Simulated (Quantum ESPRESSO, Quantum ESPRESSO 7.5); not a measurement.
# Band edges of SiC(110) under the vacuum level

How deep do the band edges lie under the vacuum at SiC(110), and what does relaxation change?

Main program and level: Quantum ESPRESSO 7.5; plane-wave DFT, PBE, GBRV ultrasoft pseudopotentials.

Report form: the programs' logs are mostly left out.

**1. The structure**

The cell holds 18 atoms: 9 Si and 9 C. Cell: a = 4.380 Å, b = 3.097 Å, c = 28.389 Å, α = 90.0°, β = 90.0°, γ = 90.0°. It derives from SiC. Vacuum lies along c.

**2. Self-consistent run of the ideal slab**

First the slab as cut from the crystal, for comparison.

The input, ideal.in:

```
&control
  prefix = 'ideal'
  outdir = './out'
  pseudo_dir = './pseudo'
  calculation = 'scf'
  tprnfor = .true.
/
&system
  ibrav = 0
  nat = 18
  ntyp = 2
  ecutwfc = 40
  ecutrho = 200
  occupations = 'smearing'
  smearing = 'fd'
  degauss = 0.002
/
&electrons
  conv_thr = 1e-07
  mixing_beta = 0.4
  electron_maxstep = 120
  mixing_mode = 'plain'
/
ATOMIC_SPECIES
  Si  28.0850  si_pbe_v1.uspp.F.UPF
  C   12.0110  c_pbe_v1.2.uspp.F.UPF
CELL_PARAMETERS angstrom
  4.38000000000000 0.00000000000000 0.00000000000000
  0.00000000000000 3.09712770159708 0.00000000000000
  0.00000000000000 0.00000000000000 28.38851080638831
ATOMIC_POSITIONS crystal
  Si  0.000000000000 0.000000000000 0.281804144450
  C   0.250000000000 0.500000000000 0.281804144450
  Si  0.500000000000 0.500000000000 0.336353108337
  C   0.750000000000 0.000000000000 0.336353108337
  Si  0.000000000000 0.000000000000 0.390902072225
  C   0.250000000000 0.500000000000 0.390902072225
  Si  0.500000000000 0.500000000000 0.445451036112
  C   0.750000000000 0.000000000000 0.445451036112
  Si  0.000000000000 0.000000000000 0.500000000000
  C   0.250000000000 0.500000000000 0.500000000000
  Si  0.500000000000 0.500000000000 0.554548963888
  C   0.750000000000 0.000000000000 0.554548963888
  Si  0.000000000000 0.000000000000 0.609097927775
  C   0.250000000000 0.500000000000 0.609097927775
  Si  0.500000000000 0.500000000000 0.663646891663
  C   0.750000000000 0.000000000000 0.663646891663
  Si  0.000000000000 0.000000000000 0.718195855550
  C   0.250000000000 0.500000000000 0.718195855550
K_POINTS automatic
  4 6 1 0 0 0
```

Command:

```sh
$ OMP_NUM_THREADS=1 mpirun -n 4 pw.x -nk 2 -in ideal.in > ideal.out
```

Wall time 42 s (4 MPI ranks of Arm Neoverse V2, shared host); peak memory 0.58 GiB.

Numbers from this step:

```
free energy             : -2579.5481 eV
energy at zero smearing : -2579.5450 eV
Fermi energy            : 2.345 eV
```

**3. Electrostatic potential of the ideal slab**

The vacuum level is read from the electrostatic potential (plot_num = 11), averaged over planes.

The input, ideal.pot.in:

```
&inputpp
  prefix = 'ideal'
  outdir = './out'
  filplot = 'ideal.pot.dat'
  plot_num = 11
/
```

Command:

```sh
$ OMP_NUM_THREADS=1 mpirun -n 4 pp.x -in ideal.pot.in > ideal.pot.out
```

It took 0.92 s on 4 MPI ranks; peak memory 0.13 GiB.

This step gave:

```
slope of the potential above                                          : 8.65e-5 eV/Å
upper vacuum line continued to the top atoms, over the Fermi level    : 5.040 eV
slope of the potential below                                          : -5.48e-5 eV/Å
lower vacuum line continued to the bottom atoms, over the Fermi level : 5.040 eV
vacuum level at the upper face over a Fermi level inside the gap      : 5.040 eV
vacuum level at the lower face over a Fermi level inside the gap      : 5.040 eV
```

**4. Macroscopic average**

A running mean over two layers gives the mean potential in the slab's middle.

The input, ideal.avg.in:

```
1
ideal.pot.dat
1.0
367
3
5.8527231290
```

Command:

```sh
$ OMP_NUM_THREADS=1 average.x < ideal.avg.in > ideal.avg.out
```

Elapsed: 0.51 s, on 1 MPI rank; peak memory 0.11 GiB.

Numbers from this step:

- average.x's running mean in the middle layers, on the run's own zero: -5.684 eV
- mean potential by an exact Fourier window in the middle layers, on the run's own zero: -5.684 eV

Electrostatic potential energy of an electron; zero at the Fermi level; window 3.0971 Å. Potential energy, running mean against z:

```csv
z (Å),"potential energy, running mean (eV)"
0,5.04
1,5.04
2,5.04
3,5.04
4,5.03
5,4.96
6,3.77
7,-0.771
8,-4.55
9,-7.53
10,-7.85
11,-7.96
12,-8.01
13,-8.03
14,-8.03
15,-8.03
16,-8.01
17,-7.99
18,-7.91
19,-7.70
20,-6.39
21,-1.87
22,2.04
23,4.80
24,5.02
25,5.04
26,5.04
27,5.04
28,5.04
```

**5. Relaxing the ions**

Both faces relax; the three middle layers are held, so that the slab's middle stays bulk-like.

relax.in is the input of step 2 with these lines changed:

```diff
@@ -1,7 +1,8 @@
 &control
-  prefix = 'ideal'
+  prefix = 'relax'
   outdir = './out'
   pseudo_dir = './pseudo'
-  calculation = 'scf'
-  tprnfor = .true.
+  nstep = 60
+  forc_conv_thr = 0.001
+  calculation = 'relax'
 /
@@ -23,2 +24,4 @@
 /
+&ions
+/
 ATOMIC_SPECIES
@@ -37,8 +40,8 @@
   C   0.250000000000 0.500000000000 0.390902072225
-  Si  0.500000000000 0.500000000000 0.445451036112
-  C   0.750000000000 0.000000000000 0.445451036112
-  Si  0.000000000000 0.000000000000 0.500000000000
-  C   0.250000000000 0.500000000000 0.500000000000
-  Si  0.500000000000 0.500000000000 0.554548963888
-  C   0.750000000000 0.000000000000 0.554548963888
+  Si  0.500000000000 0.500000000000 0.445451036112 0 0 0
+  C   0.750000000000 0.000000000000 0.445451036112 0 0 0
+  Si  0.000000000000 0.000000000000 0.500000000000 0 0 0
+  C   0.250000000000 0.500000000000 0.500000000000 0 0 0
+  Si  0.500000000000 0.500000000000 0.554548963888 0 0 0
+  C   0.750000000000 0.000000000000 0.554548963888 0 0 0
   Si  0.000000000000 0.000000000000 0.609097927775
```

Command:

```sh
$ OMP_NUM_THREADS=1 mpirun -n 4 pw.x -nk 2 -in relax.in > relax.out
```

Run time: 7.4 min. Hardware: 4 MPI ranks; peak memory 0.89 GiB; 30 min of CPU time.

Relaxation path:

```csv
step,energy less that of the first step (eV),largest force (eV/Å)
1,0.0000,3.3884
2,-0.6151,2.5523
3,-1.0298,1.6041
4,-1.2531,0.8497
5,-1.2914,0.4724
6,-1.3119,0.1813
7,-1.3148,0.1225
8,-1.3176,0.1116
9,-1.3213,0.1002
10,-1.3254,0.1290
11,-1.3292,0.1467
12,-1.3312,0.1132
13,-1.3328,0.0450
14,-1.3331,0.0397
15,-1.3333,0.0312
16,-1.3334,0.0222
```

The atoms that moved most (Å):

```csv
atom,dx,dy,dz,length
Si17,0.206,0.000,-0.256,0.328
Si1,0.206,0.000,0.256,0.328
Si3,-0.008,0.000,-0.050,0.051
Si15,-0.008,0.000,0.050,0.051
C18,-0.039,0.000,-0.017,0.043
C2,-0.039,0.000,0.017,0.043
C4,-0.034,0.000,-0.011,0.036
C16,-0.034,0.000,0.011,0.036
```

The relaxation lowers the energy by 74 meV an atom. On the free atoms the largest force ends at 0.022 eV/Å.

Read from the output:

* free energy: -2580.8815 eV
* energy at zero smearing: -2580.8814 eV
* Fermi energy: 2.171 eV

The program's own clock; routines nest. Time by routine:

```csv
routine,wall time (s),calls
PWSCF,443.1,1
electrons,426.1,16
c_bands,347.5,138
cegterg,327.1,828
h_psi,217.7,3308
fftw,146.7,224048
vloc_psi,134,3308
calbec,63.81,4520
sum_band,58.41,138
add_vuspsi,41.76,3308
s_psi,41.53,3308
h_psi:calbec,41.42,3308
newd,14.99,151
forces,12.59,16
```

**6. SCF with pw.x of the relaxed slab**

The relaxed slab, with empty bands to show its gap.

The input, scf.in:

```
&control
  prefix = 'scf'
  outdir = './out'
  pseudo_dir = './pseudo'
  calculation = 'scf'
  tprnfor = .true.
/
&system
  ibrav = 0
  nat = 18
  ntyp = 2
  ecutwfc = 40
  ecutrho = 200
  occupations = 'smearing'
  smearing = 'fd'
  degauss = 0.002
  nbnd = 44
/
&electrons
  conv_thr = 1e-08
  mixing_beta = 0.4
  electron_maxstep = 120
  mixing_mode = 'plain'
/
ATOMIC_SPECIES
  Si  28.0850  si_pbe_v1.uspp.F.UPF
  C   12.0110  c_pbe_v1.2.uspp.F.UPF
CELL_PARAMETERS angstrom
  4.38000000000000 0.00000000000000 0.00000000000000
  0.00000000000000 3.09712770159708 0.00000000000000
  0.00000000000000 0.00000000000000 28.38851080638831
ATOMIC_POSITIONS crystal
  Si  0.047020516000 0.000000000000 0.290808895600
  C   0.241117306000 0.500000000000 0.282409999100
  Si  0.498156740900 0.500000000000 0.334575392800
  C   0.742186921800 0.000000000000 0.335954311000
  Si  0.002331089000 0.000000000000 0.391381451600
  C   0.252293223100 0.500000000000 0.390915697800
  Si  0.500000000000 0.500000000000 0.445451036100
  C   0.750000000000 0.000000000000 0.445451036100
  Si  0.000000000000 0.000000000000 0.500000000000
  C   0.250000000000 0.500000000000 0.500000000000
  Si  0.500000000000 0.500000000000 0.554548963900
  C   0.750000000000 0.000000000000 0.554548963900
  Si  0.002331089000 0.000000000000 0.608618548400
  C   0.252293223100 0.500000000000 0.609084302200
  Si  0.498156740900 0.500000000000 0.665424607200
  C   0.742186921800 0.000000000000 0.664045689000
  Si  0.047020516000 0.000000000000 0.709191104400
  C   0.241117306000 0.500000000000 0.717590000900
K_POINTS automatic
  4 6 1 0 0 0
```

Command:

```sh
$ OMP_NUM_THREADS=1 mpirun -n 4 pw.x -nk 2 -in scf.in > scf.out
```

Elapsed: 45 s, on 4 MPI ranks; peak memory 0.87 GiB.

This step gave:

```
valence top, on the run's zero       : 2.057 eV
conduction bottom, on the run's zero : 2.284 eV
gap by band count                    : 0.2268 eV
```

The program's own clock; routines nest. Time by routine:

```csv
routine,wall time (s),calls
PWSCF,44.93,1
electrons,42.26,1
c_bands,34.76,13
cegterg,32.43,78
h_psi,22.35,404
fftw,15.05,22444
vloc_psi,13.85,404
calbec,6.13,506
sum_band,5.57,13
h_psi:calbec,4.23,404
add_vuspsi,4.2,404
s_psi,4.19,404
init_run,1.75,1
wfcinit,1.43,1
```

The run needed 13 iterations to bring the estimated error under 1e-08 Ry; the largest force on any atom, held or free, is 0.11 eV/Å.

**7. Electrostatic potential of the relaxed slab**

The input, pot.in:

```
&inputpp
  prefix = 'scf'
  outdir = './out'
  filplot = 'pot.dat'
  plot_num = 11
/
```

Command:

```sh
$ OMP_NUM_THREADS=1 mpirun -n 4 pp.x -in pot.in > pot.out
```

Elapsed: 0.92 s, on 4 MPI ranks; peak memory 0.14 GiB; 3.4 s of CPU time.

Read from the output:

```
slope of the potential above                                          : 4.12e-5 eV/Å
upper vacuum line continued to the top atoms, over the valence top    : 5.423 eV
slope of the potential below                                          : -3.27e-5 eV/Å
lower vacuum line continued to the bottom atoms, over the valence top : 5.423 eV
vacuum level at the upper face over the valence top of the mesh       : 5.423 eV
vacuum level at the lower face over the valence top of the mesh       : 5.423 eV
```

The potential energy, planar mean oscillates, so the rows of the table below give means over windows of 1.52 Å about each position, cut where the curve ends. Its maxima inside the range that stand out by 2 % of the span (Å: eV): 8.8: -6.49, 10.3: -2.95, 11.9: -3.60, 13.4: -3.46, 15.0: -3.46, 16.5: -3.60, 18.1: -2.95, 19.6: -6.49. Its minima: 8.2: -11.1, 9.5: -12.6, 11.1: -12.3, 12.6: -12.3, 14.3: -12.2, 15.8: -12.3, 17.3: -12.3, 18.9: -12.6, 20.2: -11.1.

Electrostatic potential energy of an electron; zero at the highest filled level of the SCF mesh. The potential energy, planar mean by z; means over each step:

z (Å), potential energy, planar mean (eV) and a bar from the least value:
```
     0.76        5.4 ##############################
     2.28        5.4 ##############################
     3.80        5.4 ##############################
     5.32        5.4 ##############################
     6.84        3.5 ##########################
     8.36       -8.2 ##
     9.88       -7.8 ##
    11.40       -7.8 ##
    12.92       -7.9 ##
    14.44       -7.9 ##
    15.96       -7.9 ##
    17.48       -7.7 ###
    19.00       -8.9 
    20.52       -5.5 #######
    22.04        5.0 #############################
    23.56        5.4 ##############################
    25.08        5.4 ##############################
    26.60        5.4 ##############################
    28.12        5.4 ##############################
```

The vacuum is flat to 0.1 meV/Å, so its level is well defined. Inside the slab the curve depends on the local part of the pseudopotentials; only the vacuum level has a meaning of its own.

**8. Macroscopic average**

A running mean over one period damps the atomic wiggles and leaves the mean of this pseudopotential's potential.

The input, avg.in:

```
1
pot.dat
1.0
367
3
5.8527231290
```

Command:

```sh
$ OMP_NUM_THREADS=1 average.x < avg.in > avg.out
```

Elapsed: 0.51 s, on 1 MPI rank; peak memory 0.12 GiB.

Numbers from this step:

- average.x's running mean in the middle layers, on the run's own zero: -5.781 eV
- mean potential by an exact Fourier window in the middle layers, on the run's own zero: -5.781 eV

Electrostatic potential energy of an electron; zero at the highest filled level of the SCF mesh; window 3.0971 Å. Potential energy, running mean against z:

```csv
z (Å),"potential energy, running mean (eV)"
0,5.42
1,5.42
2,5.42
3,5.42
4,5.42
5,5.38
6,4.61
7,0.145
8,-4.46
9,-7.75
10,-8.36
11,-7.67
12,-7.80
13,-7.85
14,-7.82
15,-7.84
16,-7.84
17,-7.68
18,-8.02
19,-8.26
20,-6.37
21,-1.39
22,3.20
23,5.28
24,5.42
25,5.42
26,5.42
27,5.42
28,5.42
```

Where the running mean is not flat inside, average.x's window, rounded to the grid, doesn't match the spacings there.

**9. Projections on atomic orbitals of the relaxed slab**

Layer by layer, the projected DOS shows whether surface states reach into the gap.

The input, pdos.in:

```
&projwfc
  prefix = 'scf'
  outdir = './out'
  filpdos = 'pdos'
  Emin = -0.943
  Emax = 5.057
  DeltaE = 0.05
  ngauss = 0
  degauss = 0.006
/
```

Command:

```sh
$ OMP_NUM_THREADS=1 mpirun -n 4 projwfc.x -in pdos.in > pdos.out
```

Wall time 1.6 s (4 MPI ranks); peak memory 0.14 GiB.

Read from the output:

- spilling of the projection: 0.0108

The density of states has structure finer than the step of the table below, so its rows give means over 0.2 eV, whole bins alone (the curve runs from -3.00 to 3.05 eV). Peaks (eV: height): -2.85: 9.8, -2.55: 11.9, -1.85: 12, -1.45: 6.57, -0.45: 9.89, 2.30: 8.41, 2.95: 6.38.

Gaussian width 0.006 Ry. The density of states by energy, zero at the highest filled level of the SCF mesh; means over each step:

```csv
energy (eV),density of states (states/eV a cell)
-2.8,8.23
-2.6,10.4
-2.4,9.65
-2.2,7.54
-2.0,9.73
-1.8,9.10
-1.6,4.68
-1.4,5.20
-1.2,2.49
-1.0,1.15
-0.8,2.02
-0.6,4.66
-0.4,8.78
-0.2,4.06
0.0,1.02
0.2,0.489
0.4,0.357
0.6,0.00181
0.8,0.215
1.0,1.37
1.2,0.827
1.4,1.41
1.6,3.91
1.8,3.18
2.0,0.880
2.2,4.99
2.4,4.33
2.6,2.60
2.8,3.30
```

Projected DOS an atom over height of the atomic layer and energy from the highest filled level of the SCF mesh. Columns are the atomic layers from the bottom up.

Ten even steps from '0' (0.00 states/eV) to '9' (1.29 states/eV), each cell a mean:
```
211111112
100010001
411000114
200000002
200000002
410000014
000000000
100000001
000000000
000000000
000000000
300000003
921000129
311000113
000000000
001111100
112222211
224454422
234343432
334323433
434323434
333333333
```
Columns: height of the atomic layer (Å) from 8.14 to 20.3 (not evenly spaced); rows upwards: energy from the highest filled level of the SCF mesh (eV) from -3.00 to 3.05.

Löwdin valence electrons by atom:

```csv
atom,Löwdin valence electrons (e)
Si1,2.81
C2,5.04
Si3,2.90
C4,5.02
Si5,2.94
C6,5.02
Si7,2.92
C8,5.00
Si9,2.92
C10,5.01
Si11,2.92
C12,5.00
Si13,2.94
C14,5.02
Si15,2.90
C16,5.02
Si17,2.81
C18,5.04
```

The atomic orbitals miss 1.1 % of the occupied states; for empty states the projections can miss much more.

**10. SCF with pw.x of the bulk crystal**

The bulk crystal in a cell of two such layers; its band edges will be hung on the mean potential.

System of this step: SiC, zinc blende at a = 4.38 Å. Symmetry: F-43m, No. 216, cubic system. Conventional cell: a = 4.380 Å, b = 4.380 Å, c = 4.380 Å, α = 90.00°, β = 90.00°, γ = 90.00°. Si has 4 C at 1.90 Å nearest. C has 4 Si at 1.90 Å nearest. Farther neighbours are not listed.

The input, a.in:

```
&control
  prefix = 'a'
  outdir = './out'
  pseudo_dir = './pseudo'
  calculation = 'scf'
  tprnfor = .true.
/
&system
  ibrav = 0
  nat = 4
  ntyp = 2
  ecutwfc = 40
  ecutrho = 200
  occupations = 'smearing'
  smearing = 'fd'
  degauss = 0.002
/
&electrons
  conv_thr = 1e-08
  mixing_beta = 0.4
  electron_maxstep = 120
/
ATOMIC_SPECIES
  Si  28.0850  si_pbe_v1.uspp.F.UPF
  C   12.0110  c_pbe_v1.2.uspp.F.UPF
CELL_PARAMETERS angstrom
  4.38000000000000 0.00000000000000 0.00000000000000
  0.00000000000000 3.09712770159708 0.00000000000000
  0.00000000000000 0.00000000000000 3.09712770159708
ATOMIC_POSITIONS crystal
  Si  0.000000000000 0.000000000000 0.000000000000
  C   0.250000000000 0.500000000000 0.000000000000
  Si  0.500000000000 0.500000000000 0.500000000000
  C   0.750000000000 0.000000000000 0.500000000000
K_POINTS automatic
  6 8 8 0 0 0
```

Command:

```sh
$ OMP_NUM_THREADS=1 mpirun -n 4 pw.x -nk 4 -in a.in > a.out
```

The job ended after 4.1 s (4 MPI ranks; peak memory 0.25 GiB; 16 s of CPU time).

This step gave:

* free energy: -574.6287 eV
* Fermi energy: 9.808 eV

The run needed 12 iterations to bring the estimated error under 1e-08 Ry.

**11. Bands along a path of the bulk crystal**

The density is frozen and the levels are solved along a path.

a.bands.in is the input of step 10 with these lines changed:

```diff
@@ -1,7 +1,6 @@
 &control
-  prefix = 'a'
+  prefix = 'a.bands'
   outdir = './out'
   pseudo_dir = './pseudo'
-  calculation = 'scf'
-  tprnfor = .true.
+  calculation = 'bands'
 /
@@ -16,5 +15,6 @@
   degauss = 0.002
+  nbnd = 16
 /
 &electrons
-  conv_thr = 1e-08
+  conv_thr = 1e-07
   mixing_beta = 0.4
@@ -34,3 +34,9 @@
   C   0.750000000000 0.000000000000 0.500000000000
-K_POINTS automatic
-  6 8 8 0 0 0
+K_POINTS crystal_b
+6
+  0.0000000000 0.0000000000 0.0000000000 20
+  1.0000000000 0.0000000000 0.0000000000 1
+  0.0000000000 0.0000000000 0.0000000000 20
+  0.5000000000 0.0000000000 0.5000000000 1
+  0.0000000000 0.0000000000 0.0000000000 20
+  0.0000000000 0.5000000000 0.5000000000 1
```

Command:

```sh
$ cp -r out/a.save out/a.bands.save
$ cp out/a.xml out/a.bands.xml
$ OMP_NUM_THREADS=1 mpirun -n 4 pw.x -nk 4 -in a.bands.in > a.bands.out
```

The job ended after 3.5 s (4 MPI ranks; peak memory 0.2 GiB).

Read from the output:

```
valence top, on the run's zero       : 9.270 eV
conduction bottom, on the run's zero : 10.65 eV
gap by band count                    : 1.382 eV
```

Band numbers count within the set of bands kept for display. The electronic bands at the labelled points (eV, zero at the Fermi level, which the smearing puts inside the gap; v1 is the highest filled band, c1 the lowest empty one):

```csv
point,v4,v3,v2,v1,c1,c2,c3,c4
L,-1.59,-1.59,-1.59,-1.59,4.77,4.77,6.63,6.63
halfway,-4.46,-2.83,-1.14,-1.14,3.18,5.32,7.28,7.28
Γ,-3.70,-0.54,-0.54,-0.54,0.84,3.74,5.53,6.67
halfway,-5.17,-3.88,-2.45,-2.45,3.48,4.65,5.74,8.75
X,-3.70,-3.70,-3.70,-3.70,0.84,0.84,3.74,3.74
```

This cell folds an X point onto Γ; unfolded, the conduction bottom lies at X.

**12. Potential by pp.x of the bulk crystal**

The input, a.pot.in:

```
&inputpp
  prefix = 'a'
  outdir = './out'
  filplot = 'a.pot.dat'
  plot_num = 11
/
```

Command:

```sh
$ OMP_NUM_THREADS=1 mpirun -n 4 pp.x -in a.pot.in > a.pot.out
```

Elapsed: 0.7 s, on 4 MPI ranks; peak memory 0.12 GiB.

Electrostatic potential energy of an electron; zero at the Fermi level, which the smearing puts inside the gap. Table of potential energy, planar mean by z:

```csv
z (Å),"potential energy, planar mean (eV)"
0.00,-12.3
0.11,-11.8
0.23,-10.4
0.46,-6.38
0.57,-4.67
0.69,-3.61
0.80,-3.39
1.03,-5.46
1.15,-7.40
1.26,-9.46
1.38,-11.2
1.61,-12.2
1.72,-11.2
1.84,-9.46
1.95,-7.40
2.18,-4.05
2.29,-3.39
2.41,-3.61
2.52,-4.67
2.75,-8.45
2.87,-10.4
2.98,-11.8
```

**13. Planar and running averages**

The input, a.avg.in:

```
1
a.pot.dat
1.0
40
3
5.8527231290
```

Command:

```sh
$ OMP_NUM_THREADS=1 average.x < a.avg.in > a.avg.out
```

Elapsed: 0.45 s, on 1 MPI rank; peak memory 0.12 GiB.

Read from the output:

- average.x's running mean over the crystal, on the run's own zero: 2.066 eV
- mean potential by an exact Fourier window over the crystal, on the run's own zero: 2.066 eV

**14. Worked from the printed numbers**

In the relaxed slab the vacuum level is 7.480 eV and the mean potential in the middle -5.781 eV, on the run's zero. In the bulk the valence top lies 7.204 eV over the mean potential. So IE = 7.480 − (-5.781) − 7.204 = 6.057 eV.

**15. Results**

| Property | Result |
| --- | --- |
| bulk valence top under the vacuum, relaxed face | 6.06 eV |
| bulk conduction bottom under the vacuum, relaxed face | 4.68 eV |
| bulk valence top under the vacuum, ideal face | 5.87 eV |
| buckling angle of the top chain, seen along the chain | 15.7 degrees |
| gap of the slab on the mesh | 0.23 eV |
| bulk gap along the path | 1.38 eV |

At the relaxed face the bulk valence top lies 6.06 eV under the vacuum level and the conduction bottom 4.68 eV (PBE, GBRV ultrasoft). The top C atom ends 0.24 Å above its Si neighbour, a buckling angle of 16° seen along the chain. Relaxation moves the ionisation energy by +0.19 eV, a change of the surface dipole alone, since the bulk levels are the same. The slab's gap of 0.23 eV lies under the bulk's 1.38 eV, so surface states stand in the gap. Experiments, on faces that may differ from this one, give 5.9 to 6 eV, as collected in arxiv:1603.01428 (2016); the value here lies 0.06 eV above. These are Kohn-Sham levels: semilocal valence tops lie too high and gaps are too small, so real ionisation energies are mostly larger. The lattice constant was set to 4.38 Å, near the PBE value; the thickness was not varied.

[Logs are printed without paths, hosts, clocks, repeated set-up lines and the standing remarks that a program may print on its own settings, such as how far it seeks lower states.]

[Hosts, paths, dates, database ids (printed as entryN), source tags and the programs' standing remarks are cut or masked in the printed files.]

[Maps of the electrostatic potential energy from Ansatz leave out the sawtooth potential of an applied field or a dipole correction, so their vacuum need not be flat; planar profiles and work functions include it.]
